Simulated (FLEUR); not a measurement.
# Collinear magnetic orders of MnGe with FLEUR, part 2 of 2

Wanted: the moments of MnGe and the energy of each order that was tried.

FLEUR MaX-R8.1; PBEsol; all-electron FLAPW, Dirac cores, scalar-relativistic bands.

So far. Step 2 (Run 1 (ferro ++++)): After 26 cycles the largest moment stands at 2.08 μB.

### Step 3. Run 2 (antiferro ++--)

Another pattern of signs weighs the neighbour shells otherwise.

inp.xml

```
<?xml version="1.0" encoding="UTF-8" standalone="no"?>
<fleurInput fleurInputVersion="0.39">
   <comment>
      MnGe
   </comment>
   <calculationSetup>
      <cutoffs Kmax="3.69" Gmax="11.1" GmaxXC="11.1" numbands="0"/>
      <scfLoop itmax="90" minDistance="0.00002" maxIterBroyd="15" imix="Anderson" alpha="0.05" precondParam="0.0" spinf="2.0" sdNocoIR="T"/>
      <coreElectrons ctail="T" frcor="F" kcrel="0" coretail_lmax="0"/>
      <xcFunctional name="PBEs" relativisticCorrections="F"/>
      <magnetism jspins="2"/>
      <soc l_soc="F" theta="0.0" phi="0.0" spav="F"/>
      <expertModes spex="0" secvar="F"/>
      <geometryOptimization l_f="F" forcealpha="1.0" forcemix="BFGS" epsdisp="0.00001" epsforce="0.00001"/>
      <ldaU l_linMix="F" mixParam="0.05" spinf="1.0"/>
   </calculationSetup>
   <cell>
      <bzIntegration valenceElectrons="116.0" mode="hist" fermiSmearingEnergy="0.00183747">
         <kPointListSelection listName="default-1"/>
         <xi:include xmlns:xi="http://www.w3.org/2001/XInclude" href="kpts.xml"> </xi:include>
      </bzIntegration>
      <xi:include xmlns:xi="http://www.w3.org/2001/XInclude" href="sym.xml"> </xi:include>
      <bulkLattice scale="1.0">
         <bravaisMatrix>
            <row-1>    8.9289617212969397     0.0000000000000000     0.0000000000000000</row-1>
            <row-2>    0.0000000000000000     8.9289617212969397     0.0000000000000000</row-2>
            <row-3>    0.0000000000000000     0.0000000000000000     8.9289617212969397</row-3>
         </bravaisMatrix>
      </bulkLattice>
   </cell>
   <atomSpecies>
      <species name="Manganese 3.501" element="Mn" atomicNumber="25">
         <mtSphere radius="2.22" gridPoints="735" logIncrement="0.016"/>
         <atomicCutoffs lmax="8" lnonsphr="6"/>
         <electronConfig flipSpins="F">
            <coreConfig>(1s1/2) (2s1/2) (2p1/2) (2p3/2)</coreConfig>
            <valenceConfig>(3s1/2) (3p1/2) (3p3/2) (4s1/2) (3d3/2) (3d5/2)</valenceConfig>
            <stateOccupation state="(3d3/2)" spinUp="1.2505" spinDown="0.7495"/>
            <stateOccupation state="(3d5/2)" spinUp="3.0" spinDown="0.0"/>
         </electronConfig>
         <energyParameters s="4" p="4" d="3" f="4"/>
         <lo type="SCLO" l="0" n="3" eDeriv="0"/>
         <lo type="SCLO" l="1" n="3" eDeriv="0"/>
      </species>
      <species name="Manganese -3.501" element="Mn" atomicNumber="25">
         <mtSphere radius="2.22" gridPoints="735" logIncrement="0.016"/>
         <atomicCutoffs lmax="8" lnonsphr="6"/>
         <electronConfig flipSpins="F">
            <coreConfig>(1s1/2) (2s1/2) (2p1/2) (2p3/2)</coreConfig>
            <valenceConfig>(3s1/2) (3p1/2) (3p3/2) (4s1/2) (3d3/2) (3d5/2)</valenceConfig>
            <stateOccupation state="(3d3/2)" spinUp="0.7495" spinDown="1.2505"/>
            <stateOccupation state="(3d5/2)" spinUp="0.0" spinDown="3.0"/>
         </electronConfig>
         <energyParameters s="4" p="4" d="3" f="4"/>
         <lo type="SCLO" l="0" n="3" eDeriv="0"/>
         <lo type="SCLO" l="1" n="3" eDeriv="0"/>
      </species>
      <species name="Germanium (Ge)" element="Ge" atomicNumber="32">
         <mtSphere radius="2.22" gridPoints="735" logIncrement="0.017"/>
         <atomicCutoffs lmax="8" lnonsphr="6"/>
         <electronConfig flipSpins="F">
            <coreConfig>(1s1/2) (2s1/2) (2p1/2) (2p3/2) (3s1/2) (3p1/2) (3p3/2)</coreConfig>
            <valenceConfig>(4s1/2) (3d3/2) (3d5/2) (4p1/2) (4p3/2)</valenceConfig>
            <stateOccupation state="(4p1/2)" spinUp="0.333333" spinDown="0.333333"/>
            <stateOccupation state="(4p3/2)" spinUp="0.666667" spinDown="0.666667"/>
         </electronConfig>
         <energyParameters s="4" p="4" d="3" f="4"/>
      </species>
   </atomSpecies>
   <atomGroups>
      <atomGroup species="Manganese 3.501">
         <relPos label="                   1">-.3628881800 .1371118200 .3628881800</relPos>
         <relPos label="                   2">.1371118200 .3628881800 -.3628881800</relPos>
         <force calculate="T" relaxXYZ="TTT"/>
      </atomGroup>
      <atomGroup species="Manganese -3.501">
         <relPos label="                   3">.3628881800 -.3628881800 .1371118200</relPos>
         <relPos label="                   4">-.1371118200 -.1371118200 -.1371118200</relPos>
         <force calculate="T" relaxXYZ="TTT"/>
      </atomGroup>
      <atomGroup species="Germanium (Ge)">
         <relPos label="                   5">.3423633700 -.1576366300 -.3423633700</relPos>
         <relPos label="                   6">-.1576366300 -.3423633700 .3423633700</relPos>
         <force calculate="T" relaxXYZ="TTT"/>
      </atomGroup>
      <atomGroup species="Germanium (Ge)">
         <relPos label="                   7">-.3423633700 .3423633700 -.1576366300</relPos>
         <relPos label="                   8">.1576366300 .1576366300 .1576366300</relPos>
         <force calculate="T" relaxXYZ="TTT"/>
      </atomGroup>
   </atomGroups>
   <output dos="F" band="F" slice="F">
      <bandDOS minEnergy="-.5*Htr" maxEnergy="0.5*Htr" sigma="0.015" storeEVData="T"/>
      <plotting iplot="0" polar="F">
         <plot TwoD="T" vec1="  1.0  0.0  0.0" vec2="  0.0  1.0  0.0" vec3="  0.0  0.0  1.0" zero="  0.0  0.0  0.0" file="plot"/>
      </plotting>
      <moessbauerParams electricFieldGradient="F" isomerShift="F" coreHyperfine="F" valenceHyperfine="F"/>
   </output>
</fleurInput>
```

crystal.txt

```
MnGe
&input film=F cartesian=F /
4.72500306000  0.00000000000  0.00000000000
0.00000000000  4.72500306000  0.00000000000
0.00000000000  0.00000000000  4.72500306000
1.8897261246
1.0 1.0 1.0

8
25 0.63711182000  0.13711182000  0.36288818000 : 3.501
25 0.13711182000  0.36288818000  0.63711182000 : 3.501
25 0.36288818000  0.63711182000  0.13711182000 : -3.501
25 0.86288818000  0.86288818000  0.86288818000 : -3.501
32 0.34236337000  0.84236337000  0.65763663000
32 0.84236337000  0.65763663000  0.34236337000
32 0.65763663000  0.34236337000  0.84236337000
32 0.15763663000  0.15763663000  0.15763663000

&kpt div1=6 div2=6 div3=6 gamma=T /
```

Command:

```bash
$ OMP_NUM_THREADS=1 inpgen -f crystal.txt > inpgen.log  # inp.xml is then edited as shown
$ OMP_NUM_THREADS=1 mpirun -n 4 fleur_MPI > fleur.log
```

The log of the run:

```text
[banner, memory and clock lines left out]
Welcome to FLEUR        (www.flapw.de)
      MaX-Release 8.1          (www.max-centre.eu)

 ========== k-point set info ==========
 Selected k-point list: default-1
 k-point list type: mesh
 6 x 6 x 6
 Number of k points: 80

 ------------Calculation Setup---------------------------
 Number of PE/node        :            4
 Number of OMP-threads    :            1
 k-points in parallel     :            4
 pe's per k-point         :            1
 No of k-point loops      :           20
 Eigenvalue solver        :       lapack
 Number of basis functions:          672
 Approximate size of matrices (H+S) per k-point:         0.013 GB
 Iteration:     1   Distance:      15.75539798 me/bohr^3
 Iteration:     2   Distance:      15.30049254 me/bohr^3
 Iteration:     3   Distance:      12.93594226 me/bohr^3
 Iteration:     4   Distance:       5.56553069 me/bohr^3
 Iteration:     5   Distance:       6.97565724 me/bohr^3
 Iteration:     6   Distance:       3.86970480 me/bohr^3
 Iteration:     7   Distance:       4.17424842 me/bohr^3
 Iteration:     8   Distance:       2.46244890 me/bohr^3
 Iteration:     9   Distance:       2.41092589 me/bohr^3
 Iteration:    10   Distance:       1.26007118 me/bohr^3
[... 19 iterations left out ...]
 Iteration:    30   Distance:       0.00031033 me/bohr^3
 Iteration:    31   Distance:       0.00030622 me/bohr^3
 Iteration:    32   Distance:       0.00025240 me/bohr^3
 Iteration:    33   Distance:       0.00016601 me/bohr^3
 Iteration:    34   Distance:       0.00014883 me/bohr^3
 Iteration:    35   Distance:       0.00007142 me/bohr^3
 Iteration:    36   Distance:       0.00004664 me/bohr^3
 Iteration:    37   Distance:       0.00004871 me/bohr^3
 Iteration:    38   Distance:       0.00002500 me/bohr^3
 Iteration:    39   Distance:       0.00000889 me/bohr^3

 ********************************************************************
 Run finished successfully
 Stop message:
   all done
 ********************************************************************

--- out.xml (last complete iteration) ---
<iteration numberForCurrentRun="   39" overallNumber="   39">
         [... left out ...]
         <bandgap value="0.0098966355" units="eV"/>
         <sumValenceSingleParticleEnergies value="-61.4263034142" units="Htr"/>
         <FermiEnergy value="0.3991215629" units="Htr"/>
         <valenceDensity>
            <mtCharges spin="1">
               <mtCharge atomType="1" total="7.6798497" s="1.1284289" p="3.1364046" d="3.4058927" f="0.0078283"/>
               <mtCharge atomType="2" total="5.9270882" s="1.1148932" p="3.1235322" d="1.6794909" f="0.0078375"/>
               <mtCharge atomType="3" total="6.1079156" s="0.5246560" p="0.5723830" d="4.9983137" f="0.0103604"/>
               <mtCharge atomType="4" total="6.1048563" s="0.5292053" p="0.5634370" d="4.9992165" f="0.0107467"/>
            </mtCharges>
            <mtCharges spin="2">
               <mtCharge atomType="1" total="5.9271040" s="1.1148932" p="3.1235323" d="1.6795066" f="0.0078375"/>
               <mtCharge atomType="2" total="7.6798648" s="1.1284289" p="3.1364046" d="3.4059078" f="0.0078283"/>
               <mtCharge atomType="3" total="6.1048558" s="0.5292048" p="0.5634369" d="4.9992166" f="0.0107467"/>
               <mtCharge atomType="4" total="6.1079155" s="0.5246561" p="0.5723826" d="4.9983137" f="0.0103604"/>
            </mtCharges>
            <spinDependentCharge spin="1" total="57.9999699" interstitial="6.3605502" mtSpheres="51.6394197"/>
            <spinDependentCharge spin="2" total="58.0000301" interstitial="6.3605500" mtSpheres="51.6394801"/>
            <totalCharge value="116.0000000000"/>
         </valenceDensity>
         [... left out ...]
         <magneticMomentsInMTSpheres units="muBohr">
            <globalMagMoment atomType="1" vec="0.00000   0.00000   1.75275"/>
            <localMagMoment atomType="1" vec="0.00000   0.00000   1.75275"/>
            <globalMagMoment atomType="2" vec="0.00000   0.00000  -1.75278"/>
            <localMagMoment atomType="2" vec="0.00000   0.00000  -1.75278"/>
            <globalMagMoment atomType="3" vec="0.00000   0.00000   0.00306"/>
            <localMagMoment atomType="3" vec="0.00000   0.00000   0.00306"/>
            <globalMagMoment atomType="4" vec="0.00000   0.00000  -0.00306"/>
            <localMagMoment atomType="4" vec="0.00000   0.00000  -0.00306"/>
         </magneticMomentsInMTSpheres>
         [... left out ...]
         <totalEnergy value="   -13020.4572750620" units="Htr">
            <sumOfEigenvalues value="    -7485.8125824082">
               <coreElectrons value="-7424.3862789939"/>
               <valenceElectrons value="-61.4263034142"/>
            </sumOfEigenvalues>
            <densityCoulombPotentialIntegral value="-20061.4569328562"/>
            <densityEffectivePotentialIntegral value="-20740.1853836465"/>
            <chargeDenXCDenIntegral value="-517.8034039548"/>
            <FockExchangeEnergyValence value="0.0000000000"/>
            <FockExchangeEnergyCore value="0.0000000000"/>
         [... left out ...]
            <tkbTimesEntropy value="0.0023540108"/>
            <freeEnergy value="-13020.4596290728"/>
            <extrapolationTo0K value="-13020.4584520674"/>
         </totalEnergy>
         <densityConvergence units="me/bohr^3">
            <chargeDensity spin="1" distance="0.0000050851"/>
            <chargeDensity spin="2" distance="0.0000061469"/>
            <overallChargeDensity distance="0.0000069467"/>
            <spinDensity distance="0.0000088898"/>
         </densityConvergence>
      </iteration>
```

Run time: 6.7 min. Hardware: 4 MPI ranks of AMD EPYC 9R45, shared host; peak memory 0.8 GiB.

Spin moment in the muffin-tin sphere by atom:

| atom | spin moment in the muffin-tin sphere (μB) |
| --- | --- |
| Mn1 | 1.75 |
| Mn2 | 1.75 |
| Mn3 | -1.75 |
| Mn4 | -1.75 |
| Ge5 | 0.00 |
| Ge6 | 0.00 |
| Ge7 | 0.00 |
| Ge8 | 0.00 |

Read from the output:

```yaml
free_energy: -354304.7561 eV
program_s_band_gap_on_this_mesh_in_a_metal_only_a_level_spacing: 0.009897 eV
magnetization: 0 μB
final_state: antiferromagnetic
```

It lies 99.3 meV a seeded atom over the first start, and its largest moment is 1.75 μB against 2.08 μB.

### Step 4. Start 3: no spin polarisation

Without spin polarisation no moment can form, so the difference from the other runs is what forming moments gains.

inp.xml: that of step 3 with these lines changed.

```diff
@@ -10,3 +10,3 @@
       <xcFunctional name="PBEs" relativisticCorrections="F"/>
-      <magnetism jspins="2"/>
+      <magnetism jspins="1"/>
       <soc l_soc="F" theta="0.0" phi="0.0" spav="F"/>
@@ -31,3 +31,3 @@
    <atomSpecies>
-      <species name="Manganese 3.501" element="Mn" atomicNumber="25">
+      <species name="Manganese (Mn)" element="Mn" atomicNumber="25">
          <mtSphere radius="2.22" gridPoints="735" logIncrement="0.016"/>
@@ -37,17 +37,4 @@
             <valenceConfig>(3s1/2) (3p1/2) (3p3/2) (4s1/2) (3d3/2) (3d5/2)</valenceConfig>
-            <stateOccupation state="(3d3/2)" spinUp="1.2505" spinDown="0.7495"/>
-            <stateOccupation state="(3d5/2)" spinUp="3.0" spinDown="0.0"/>
-         </electronConfig>
-         <energyParameters s="4" p="4" d="3" f="4"/>
-         <lo type="SCLO" l="0" n="3" eDeriv="0"/>
-         <lo type="SCLO" l="1" n="3" eDeriv="0"/>
-      </species>
-      <species name="Manganese -3.501" element="Mn" atomicNumber="25">
-         <mtSphere radius="2.22" gridPoints="735" logIncrement="0.016"/>
-         <atomicCutoffs lmax="8" lnonsphr="6"/>
-         <electronConfig flipSpins="F">
-            <coreConfig>(1s1/2) (2s1/2) (2p1/2) (2p3/2)</coreConfig>
-            <valenceConfig>(3s1/2) (3p1/2) (3p3/2) (4s1/2) (3d3/2) (3d5/2)</valenceConfig>
-            <stateOccupation state="(3d3/2)" spinUp="0.7495" spinDown="1.2505"/>
-            <stateOccupation state="(3d5/2)" spinUp="0.0" spinDown="3.0"/>
+            <stateOccupation state="(3d3/2)" spinUp="1.000000" spinDown="1.000000"/>
+            <stateOccupation state="(3d5/2)" spinUp="1.500000" spinDown="1.500000"/>
          </electronConfig>
@@ -70,8 +57,5 @@
    <atomGroups>
-      <atomGroup species="Manganese 3.501">
+      <atomGroup species="Manganese (Mn)">
          <relPos label="                   1">-.3628881800 .1371118200 .3628881800</relPos>
          <relPos label="                   2">.1371118200 .3628881800 -.3628881800</relPos>
-         <force calculate="T" relaxXYZ="TTT"/>
-      </atomGroup>
-      <atomGroup species="Manganese -3.501">
          <relPos label="                   3">.3628881800 -.3628881800 .1371118200</relPos>
@@ -83,5 +67,2 @@
          <relPos label="                   6">-.1576366300 -.3423633700 .3423633700</relPos>
-         <force calculate="T" relaxXYZ="TTT"/>
-      </atomGroup>
-      <atomGroup species="Germanium (Ge)">
          <relPos label="                   7">-.3423633700 .3423633700 -.1576366300</relPos>
```

crystal.txt

```
MnGe
&input film=F cartesian=F /
4.72500306000  0.00000000000  0.00000000000
0.00000000000  4.72500306000  0.00000000000
0.00000000000  0.00000000000  4.72500306000
1.8897261246
1.0 1.0 1.0

8
25 0.63711182000  0.13711182000  0.36288818000
25 0.13711182000  0.36288818000  0.63711182000
25 0.36288818000  0.63711182000  0.13711182000
25 0.86288818000  0.86288818000  0.86288818000
32 0.34236337000  0.84236337000  0.65763663000
32 0.84236337000  0.65763663000  0.34236337000
32 0.65763663000  0.34236337000  0.84236337000
32 0.15763663000  0.15763663000  0.15763663000

&kpt div1=6 div2=6 div3=6 gamma=T /
```

The log of the run:

```text
[banner, memory and clock lines left out]
Welcome to FLEUR        (www.flapw.de)
      MaX-Release 8.1          (www.max-centre.eu)

 ========== k-point set info ==========
 Selected k-point list: default-1
 k-point list type: mesh
 6 x 6 x 6
 Number of k points: 24

 [... set-up left out ...]
 Iteration:     1   Distance:      12.40675737 me/bohr^3
 Iteration:     2   Distance:      10.31527813 me/bohr^3
 Iteration:     3   Distance:       8.03066117 me/bohr^3
 Iteration:     4   Distance:       3.70449296 me/bohr^3
 Iteration:     5   Distance:       3.26579023 me/bohr^3
[...]
<FermiEnergy value="0.3924215220" units="Htr"/>
         [... left out ...]
         <totalEnergy value="   -13020.4455161826" units="Htr">
            <sumOfEigenvalues value="    -7486.6331400254">
               <coreElectrons value="-7424.9643456478"/>
               <valenceElectrons value="-61.6687943776"/>
            </sumOfEigenvalues>
         [... left out ...]
            <freeEnergy value="-13020.4491760138"/>
            <extrapolationTo0K value="-13020.4473460982"/>
         </totalEnergy>
         <densityConvergence units="me/bohr^3">
            <chargeDensity spin="1" distance="0.0000147171"/>
         </densityConvergence>
      </iteration>
```

It took 32 s on 4 MPI ranks; peak memory 0.33 GiB; 2.1 min of CPU time.

This step gave:

- free energy: -354304.4716 eV
- program's band gap on this mesh (in a metal only a level spacing): 0 eV
- final state: non-magnetic (no spin polarisation)

It lies 170 meV a seeded atom over the first start.

### Step 5. The states side by side

Free energies are divided by the number of seeded atoms.

Orders:

| start | final state | typed order kept | energy over the lowest (meV a seeded atom) | largest sphere moment (μB) | net moment (μB a primitive cell) | mesh matched | CPU time (s) |
| --- | --- | --- | --- | --- | --- | --- | --- |
| ferro ++++ | ferromagnetic, with opposed induced moments | yes | 0 | 2.076 | 7.795 | yes | 306.4 |
| antiferro ++-- | antiferromagnetic | yes | 99.29 | 1.753 | 6.02e-5 | yes | 1616 |
| no spin polarisation | non-magnetic | - | 170.4 | 0 | 0 | yes | 126.4 |

### Step 6. Outcome

- lowest state found: ferromagnetic (typed ferro ++++)
- largest site spin moment: 2.08 μB
- next finished state: antiferromagnetic, 99.3 meV a seeded atom higher
- energy gained by spin polarisation: 170 meV a seeded atom

What this shows: The lowest state found is ferromagnetic, reached from the start ferro ++++, with moments up to 2.08 μB. The next finished state costs 99 meV a seeded atom. This is the lowest of 3 finished starts, no proof of the ground state. With 4 seeded atoms in the first cell, sign patterns within that cell may remain untried. A measured saturation moment is set beside the net spin moment of the cell, divided by the number of magnetic atoms; the orbital part is not in it.

Computed beside measured:

| quantity | measured | PBEsol |
| --- | --- | --- |
| moment (Mn) (μB) | 2 | 1.95 (-2.6 %) |

Measured values from arxiv:1407.2968 (2014).

Verdict: The moment is off by -2.6 %. No cell relaxation is part of this session.

[Logs and program files are shortened in this print: banners, set-up blocks, solver, clock and traceback lines can be left out without a mark of their own.]

[Logs are printed without paths, hosts, clocks, repeated set-up lines and the standing remarks that a program may print on its own settings, such as how far it seeks lower states.]

[Hosts, paths, dates, database ids (printed as entryN), source tags and the programs' standing remarks are cut or masked in the printed files.]

[Where a cell is said to come from a database of computed structures, the database is the Materials Project.]
